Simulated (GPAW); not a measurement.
Two runs for the S K edge of atom 3 in TlS (R-3m). Run A: GPAW, LDA, excited-electron core hole (neutral cell), 12-atom cell with 6.9 Å between holes, 4×4×3 k points, dipole transitions, Gaussian full width 0.9 eV up to 4 eV, rising linearly to 3.5 eV at 25 eV, without spin-orbit coupling. Run B has a fault in its input.

Energy from the lowest empty level; intensity scaled to a mean of 1 over the first 20 eV:

```
E (eV)     A     B
  -2.0  0.00  0.00
  -1.5  0.00  0.00
  -1.0  0.01  0.01
  -0.5  0.19  0.24
   0.0  1.02  1.06
   0.5  1.48  1.10
   1.0  0.67  0.50
   1.5  0.44  0.60
   2.0  0.65  0.68
   2.5  0.68  0.82
   3.0  1.01  1.30
   3.5  1.46  1.52
   4.0  1.54  1.52
   4.5  1.62  1.77
   5.0  2.09  2.30
   5.5  2.41  2.29
   6.0  1.99  1.62
   6.5  1.22  0.94
   7.0  0.67  0.52
   7.5  0.39  0.33
   8.0  0.29  0.29
   8.5  0.30  0.35
   9.0  0.37  0.43
   9.5  0.46  0.50
  10.0  0.52  0.55
  10.5  0.56  0.59
  11.0  0.60  0.64
  11.5  0.67  0.72
  12.0  0.77  0.82
  12.5  0.87  0.93
  13.0  0.97  1.02
  13.5  1.04  1.05
  14.0  1.05  1.06
  14.5  1.06  1.06
  15.0  1.07  1.09
  15.5  1.11  1.13
  16.0  1.14  1.15
  16.5  1.15  1.15
  17.0  1.14  1.13
  17.5  1.12  1.11
  18.0  1.09  1.09
  18.5  1.08  1.07
  19.0  1.07  1.07
  19.5  1.06  1.06
  20.0  1.06  1.06
  20.5  1.06  1.07
  21.0  1.08  1.10
  21.5  1.11  1.13
  22.0  1.14  1.16
  22.5  1.17  1.19
  23.0  1.19  1.19
  23.5  1.18  1.17
  24.0  1.15  1.13
  24.5  1.11  1.09
  25.0  1.07  1.05
  25.5  1.04  1.02
  26.0  1.01  1.00
  26.5  1.00  1.00
  27.0  1.00  1.00
  27.5  1.00  1.01
  28.0  1.01  1.03
  28.5  1.03  1.05
  29.0  1.05  1.07
  29.5  1.08  1.09
  30.0  1.09  1.10
  30.5  1.10  1.11
  31.0  1.10  1.10
  31.5  1.09  1.08
  32.0  1.06  1.05
```

**Question.** What went wrong in run B?

The charge keyword adds two electrons for one core hole. Against the first run the r.m.s. difference is 11 %. The highest intensity below 16 eV goes from 5.5 eV (2.41) to 5.2 eV (2.40). Other settings could leave a like mark; this is the one that was changed.

[Banner, clock and machine lines of the logs are left out without a mark of their own.]

[Logs are printed without paths, hosts, clocks, repeated set-up lines and the standing remarks that a program may print on its own settings, such as how far it seeks lower states.]

[Hosts, paths, dates, database ids (printed as entryN), source tags and the programs' standing remarks are cut or masked in the printed files.]

[Lists of maxima count a maximum above −3 eV only where it reaches 4 % of the highest in the window and stands out from its surroundings by 2 % of it (1.5 % where it reaches 55 %); shoulders and weaker maxima are passed over, and of the rest the first, up to two pre-edge ones and the few strongest are named.]
